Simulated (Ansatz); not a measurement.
# Reading EPR parameters

A crystal has the composition Cs2MF5, where M is a 3d element. A calculation (PBE+U, spin-orbit coupling in second variation, Ansatz) gives:

| Quantity | Value |
| --- | --- |
| S | 2 |
| g | ⊥ 2.0001, ∥ 1.9894 |
| D, with anisotropic exchange | -2.81 cm⁻¹ (-84.2 GHz) |
| moment in its sphere | 3.29 μB |

Q: Name the magnetic ion and its oxidation state.

The crystal is Cs2MnF5, space group P4/mmm. The spin sits on Mn, with 6 F at 1.87 to 2.13 Å round it. With the usual charges of the other elements M must be +3. High-spin ions of that charge with S = 2 are d4 and d6, Mn and Co; the sign of the g shift picks Mn³⁺ high-spin d⁴. Low-spin ions are left aside. The shift is negative: in a shell less than half full the orbital moment opposes the spin.

[Hosts, paths, dates, database ids (printed as entryN), source tags and the programs' standing remarks are cut or masked in the printed files.]
